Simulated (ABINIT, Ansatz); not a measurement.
# AlTlO2 (Fd-3m): one start, several treatments of the self-energy

Wanted: the gap of AlTlO2 (Fd-3m) under several approximations, with cost.

Calculated with ABINIT 10.8.3; LDA and many-body steps on it, plane waves.

Report form: the programs' logs are mostly left out.

## 1. Set-up

Symmetry: Fd-3m, No. 227, cubic system. Conventional cell: a = 8.085 Å, b = 8.085 Å, c = 8.085 Å, α = 90.00°, β = 90.00°, γ = 90.00°. Al has 4 O at 1.75 Å nearest. Nearest to Tl lie 12 O at 3.35 Å and 4 Tl at 3.50 Å and 4 Al at 3.50 Å. O has 2 Al at 1.75 Å nearest. Farther neighbours and most contacts between anions are not listed.

The cell and positions are those that the Materials Project relaxed with its own functionals (PBE, PBE+U or r2SCAN), kept fixed. Spin-orbit coupling is left out unless a step names it.

## 2. Empty states on the mesh, 2×2×2 mesh, 266 bands

This step: ABINIT 10.8.3; DFT, LDA, plane waves, norm-conserving pseudopotentials.

The sums over transitions need many empty states on a uniform mesh; this step solves for them.

Contents of run.abi:

```
acell 3*1.0 Angstrom
rprim 
  -0.000000000000 4.042720000000 4.042720000000
  4.042720000000 -0.000000000000 4.042720000000
  4.042720000000 4.042720000000 -0.000000000000
ntypat 3
znucl 13 81 8
natom 8
typat 1 1 2 2 3 3 3 3
xred 
  0.250000000000 0.250000000000 0.250000000000
  0.000000000000 -0.000000000000 0.000000000000
  0.750000000000 0.750000000000 0.750000000000
  0.500000000000 0.500000000000 0.500000000000
  0.125000000000 0.125000000000 0.125000000000
  0.625000000000 0.125000000000 0.125000000000
  0.125000000000 0.625000000000 0.125000000000
  0.125000000000 0.125000000000 0.625000000000
pp_dirpath "pseudos"
pseudos "Al.upf, Tl.upf, O.upf"
ecut 36
ngkpt 2 2 2
nshiftk 1
shiftk 0 0 0
kptopt 1
chksymbreak 0
iscf -2
irdden 1
istwfk *1
nband 266
nbdbuf 24
tolwfr 1e-09
nstep 60
prtvol 0
indata_prefix "in"
outdata_prefix "out"
tmpdata_prefix "tmp"
```

On the command line:

```bash
$ OMP_NUM_THREADS=1 mpirun -n 4 abinit run.abi > log
```

Elapsed: 4.2 min, on 4 MPI ranks of Arm Neoverse N1, shared host; peak memory 0.46 GiB; 17 min of CPU time.

This step gave:

* gap: 2.490 eV
* k of the valence top: 0.5, 0, 0
* k of the conduction bottom: 0.5, 0, 0
* least direct gap: 2.490 eV
* k points computed: 3
* lowest point of the top converged band, above the valence top: 72.6598 eV

On this mesh the gap is 2.490 eV.

The density comes from a self-consistent run that is not shown.

## 3. Screening, 2×2×2 mesh, 115 bands, screening to 114.3 eV

The RPA dielectric matrix is built and inverted for each q.

This step: RPA screening on LDA, plane waves, norm-conserving pseudopotentials.

Changes to run.abi since step 2:

```diff
@@ -26,10 +26,11 @@
 chksymbreak 0
-iscf -2
-irdden 1
 istwfk *1
-nband 266
-nbdbuf 24
-tolwfr 1e-09
-nstep 60
-prtvol 0
+occopt 1
+irdwfk 1
+optdriver 3
+nband 115
+ecuteps 4.2
+inclvkb 2
+awtr 1
+symchi 1
 indata_prefix "in"
```

Wall time 47 s (4 MPI ranks); peak memory 1.4 GiB.

Numbers from this step:

```
ε∞ with local fields, on this mesh, along the program's q direction : 5.386
the same without local fields                                       : 6.177
plasma frequency                                                    : 24.17 eV
plane waves in the screening matrix                                 : 339
```

Local fields lower ε∞ by 13 %. On a Γ-centred mesh this coarse the value itself is usually too large, while a short band sum pulls it down.

## 4. G0W0, Godby-Needs plasmon pole

The self-energy is evaluated for the states that the input lists, and the levels follow from it, in one-shot runs by the linearised quasiparticle equation.

This step: G0W0 on LDA, plane waves, norm-conserving pseudopotentials.

Changes to run.abi since step 3:

```diff
@@ -29,8 +29,17 @@
 irdwfk 1
-optdriver 3
+optdriver 4
 nband 115
+gwcalctyp 0
+ecutsigx 36
+symsigma 1
+nkptgw 2
+kptgw 
+  0.5000000000 0.0000000000 0.0000000000
+  0.0000000000 0.0000000000 0.0000000000
+bdgw 
+  26 31
+  26 31
 ecuteps 4.2
-inclvkb 2
-awtr 1
-symchi 1
+irdscr 1
+ppmodel 1
 indata_prefix "in"
```

It took 20 s on 4 MPI ranks; peak memory 1.2 GiB.

Numbers from this step:

| Property | Result |
| --- | --- |
| G0W0 gap on the points computed | 3.360 eV |
| starting gap on the mesh | 2.490 eV |
| k of the valence top | 0.5, 0, 0 |
| k of the conduction bottom | 0.5, 0, 0 |
| Z at the valence top | 0.757 |
| Z at the conduction bottom | 0.835 |
| least direct G0W0 gap on the computed points | 3.360 eV |

The gap on the mesh goes from 2.49 eV to 3.36 eV, a correction of +0.87 eV.

## 5. G0W0, von der Linden-Horsch plasmon pole

Changes to run.abi since step 4:

```diff
@@ -43,3 +43,3 @@
 irdscr 1
-ppmodel 1
+ppmodel 3
 indata_prefix "in"
```

It took 13 s on 4 MPI ranks; peak memory 1.1 GiB; 50 s of CPU time.

Numbers from this step:

| Item | Value |
| --- | --- |
| G0W0 gap on the points computed | 3.252 eV |
| starting gap on the mesh | 2.490 eV |
| k of the valence top | 0.5, 0, 0 |
| k of the conduction bottom | 0.5, 0, 0 |
| Z at the valence top | 0.838 |
| Z at the conduction bottom | 0.889 |
| least direct G0W0 gap on the computed points | 3.252 eV |

Against G0W0 in ABINIT (2×2×2 mesh, 115 bands, screening to 114.3 eV, Godby-Needs plasmon pole), the gap moves by −0.108 eV.

## 6. G0W0, Hybertsen-Louie plasmon pole

Changes to run.abi since step 5:

```diff
@@ -43,3 +43,3 @@
 irdscr 1
-ppmodel 3
+ppmodel 2
 indata_prefix "in"
```

Run time: 20 s. Hardware: 4 MPI ranks; peak memory 1.2 GiB.

This step gave:

- G0W0 gap on the points computed: 3.690 eV
- starting gap on the mesh: 2.490 eV
- k of the valence top: 0.5, 0, 0
- k of the conduction bottom: 0.5, 0, 0
- least direct G0W0 gap on the computed points: 3.690 eV

Against G0W0 in ABINIT (2×2×2 mesh, 115 bands, screening to 114.3 eV, Godby-Needs plasmon pole), the gap moves by +0.330 eV.

## 7. One-shot COHSEX

This step: one-shot COHSEX on LDA, plane waves, norm-conserving pseudopotentials.

Changes to run.abi since step 6:

```diff
@@ -31,3 +31,3 @@
 nband 115
-gwcalctyp 0
+gwcalctyp 7
 ecutsigx 36
@@ -43,3 +43,2 @@
 irdscr 1
-ppmodel 2
 indata_prefix "in"
```

It took 8.1 s on 4 MPI ranks; peak memory 1.2 GiB; 32 s of CPU time.

This step gave:

| Item | Value |
| --- | --- |
| quasiparticle gap on the points computed | 4.39 eV |
| starting gap on the mesh | 2.490 eV |
| k of the valence top | 0.5, 0, 0 |
| k of the conduction bottom | 0.5, 0, 0 |
| least direct quasiparticle gap on the computed points | 4.39 eV |

Against G0W0 in ABINIT (2×2×2 mesh, 115 bands, screening to 114.3 eV, Godby-Needs plasmon pole), the gap moves by +1.030 eV.

## 8. One-shot Hartree-Fock

This step: one-shot Hartree-Fock on LDA, plane waves, norm-conserving pseudopotentials.

Changes to run.abi since step 7:

```diff
@@ -30,4 +30,4 @@
 optdriver 4
-nband 115
-gwcalctyp 7
+nband 32
+gwcalctyp 5
 ecutsigx 36
@@ -41,4 +41,4 @@
   26 31
-ecuteps 4.2
-irdscr 1
+ixc_sigma 40
+fftgw 31
 indata_prefix "in"
```

Elapsed: 8.4 s, on 4 MPI ranks; peak memory 1.1 GiB; 33 s of CPU time.

This step gave:

| Quantity | Value |
| --- | --- |
| quasiparticle gap on the points computed | 11.13 eV |
| starting gap on the mesh | 2.490 eV |
| k of the valence top | 0.5, 0, 0 |
| k of the conduction bottom | 0.5, 0, 0 |
| least direct quasiparticle gap on the computed points | 11.13 eV |

Against G0W0 in ABINIT (2×2×2 mesh, 115 bands, screening to 114.3 eV, Godby-Needs plasmon pole), the gap moves by +7.768 eV.

## 9. Screening, 2×2×2 mesh, 115 bands, screening to 114.3 eV

This step: RPA screening on LDA, plane waves, norm-conserving pseudopotentials.

Changes to run.abi since step 8:

```diff
@@ -29,16 +29,14 @@
 irdwfk 1
-optdriver 4
-nband 32
-gwcalctyp 5
-ecutsigx 36
-symsigma 1
-nkptgw 2
-kptgw 
-  0.5000000000 0.0000000000 0.0000000000
-  0.0000000000 0.0000000000 0.0000000000
-bdgw 
-  26 31
-  26 31
-ixc_sigma 40
-fftgw 31
+optdriver 3
+nband 115
+ecuteps 4.2
+inclvkb 2
+awtr 1
+symchi 1
+gwcalctyp 2
+nfreqre 16
+freqremax 40 eV
+nfreqim 8
+spmeth 1
+nomegasf 120
 indata_prefix "in"
```

Wall time 58 s (4 MPI ranks); peak memory 2 GiB.

Numbers from this step:

```yaml
eps_infinity_with_local_fields_on_this_mesh_along_the_program_s_q_direction: 5.402
the_same_without_local_fields: 6.196
plasma_frequency: 24.17 eV
plane_waves_in_the_screening_matrix: 339
```

## 10. G0W0, contour deformation

This step: G0W0 on LDA, plane waves, norm-conserving pseudopotentials.

Changes to run.abi since step 9:

```diff
@@ -29,14 +29,16 @@
 irdwfk 1
-optdriver 3
+optdriver 4
 nband 115
+gwcalctyp 2
+ecutsigx 36
+symsigma 1
+nkptgw 2
+kptgw 
+  0.5000000000 0.0000000000 0.0000000000
+  0.0000000000 0.0000000000 0.0000000000
+bdgw 
+  26 31
+  26 31
 ecuteps 4.2
-inclvkb 2
-awtr 1
-symchi 1
-gwcalctyp 2
-nfreqre 16
-freqremax 40 eV
-nfreqim 8
-spmeth 1
-nomegasf 120
+irdscr 1
 indata_prefix "in"
```

The job ended after 15 s (4 MPI ranks; peak memory 1.4 GiB).

This step gave:

- G0W0 gap on the points computed: 3.395 eV
- starting gap on the mesh: 2.490 eV
- k of the valence top: 0.5, 0, 0
- k of the conduction bottom: 0.5, 0, 0
- least direct G0W0 gap on the computed points: 3.395 eV

Against G0W0 in ABINIT (2×2×2 mesh, 115 bands, screening to 114.3 eV, Godby-Needs plasmon pole), the gap moves by +0.035 eV.

## 11. The runs together

Times are wall times on 4 MPI ranks of Arm Neoverse N1, shared host, good to a factor of about two. A run's time includes the screening step that it read.

```csv
run,mesh,bands,screening cutoff (eV),DFT gap (eV),gap on the mesh (eV),direct (eV),ε∞ used,time
"G0W0, Godby-Needs plasmon pole",2×2×2,115,114.3,2.490,3.360,3.360,5.39,68 s
"G0W0, von der Linden-Horsch plasmon pole",2×2×2,115,114.3,2.490,3.252,3.252,5.39,60 s
"G0W0, Hybertsen-Louie plasmon pole",2×2×2,115,114.3,2.490,3.690,3.690,5.39,67 s
one-shot COHSEX,2×2×2,115,114.3,2.490,4.390,4.390,5.39,56 s
one-shot Hartree-Fock,2×2×2,-,-,2.490,11.128,11.128,-,8.4 s
"G0W0, contour deformation",2×2×2,115,114.3,2.490,3.395,3.395,5.40,73 s
```

## 12. Summary of results

```yaml
g0w0_godby_needs_plasmon_pole: 3.360 eV
g0w0_von_der_linden_horsch_plasmon_pole: 3.252 eV
g0w0_hybertsen_louie_plasmon_pole: 3.690 eV
one_shot_cohsex: 4.390 eV
one_shot_hartree_fock: 11.128 eV
g0w0_contour_deformation: 3.395 eV
known_limits: not at the basis limit; exchange with frozen shells missing; no spin-orbit coupling; coarse k mesh
```

**Reading.** G0W0, von der Linden-Horsch plasmon pole: −0.108 eV against G0W0, Godby-Needs plasmon pole. G0W0, Hybertsen-Louie plasmon pole: +0.330 eV against G0W0, Godby-Needs plasmon pole. One-shot COHSEX: +1.030 eV against G0W0, Godby-Needs plasmon pole. One-shot Hartree-Fock: +7.768 eV against G0W0, Godby-Needs plasmon pole. G0W0, contour deformation: +0.035 eV against G0W0, Godby-Needs plasmon pole. Bare exchange alone opens the gap to 11.13 eV; against G0W0, correlation takes back 7.77 eV. Static COHSEX lies above G0W0: it lacks the factor Z and overstates the Coulomb hole of the filled states. Bands and cutoff are finite, so the gap is not at the basis limit. The miss can reach some tenths of an eV and take either sign; the mesh is an error of its own. In the G0W0 runs levels were corrected at 2 k points alone, so a gap called «on the mesh» is the least over those, and an edge elsewhere would be missed. A denser mesh or path gives a starting gap of 2.15 eV: the GW mesh misses a band edge, so its gaps are not the fundamental one. The 2×2×2 mesh is coarse for this cell, which bears on the long-range parts of exchange and screening. Where an edge is built on 6p states of lead, bismuth or thallium, scalar-relativistic gaps usually stand too wide, by a few tenths to over one eV. The norm-conserving file of at least one element keeps a d shell over frozen s and p shells of the same row. Exchange with those shells is missing from the self-energy, an error of 0.3 to 0.9 eV in cases checked, whose sign depends on which edge lies on those atoms. The many-body steps are scalar-relativistic: spin-orbit coupling is not in them.

[Paths, hosts, dates, memory and timing lines, banners, echoed tables and standing remarks are left out of the program output.]

[Logs are printed without paths, hosts, clocks, repeated set-up lines and the standing remarks that a program may print on its own settings, such as how far it seeks lower states.]

[Runs of the session that timed out or met a known fault of the program may be left out.]

[Hosts, paths, dates, database ids (printed as entryN), source tags and the programs' standing remarks are cut or masked in the printed files.]

[G0W0 gaps are taken among the corrected bands and points alone; a level outside them can change the order at an edge.]

[Where Ansatz stands beside ABINIT at settings called matched, ABINIT's density can come from a denser mesh and the files from another edition; pairs whose starting gaps differed by over 0.03 eV were left out, so agreement reads better than it is.]
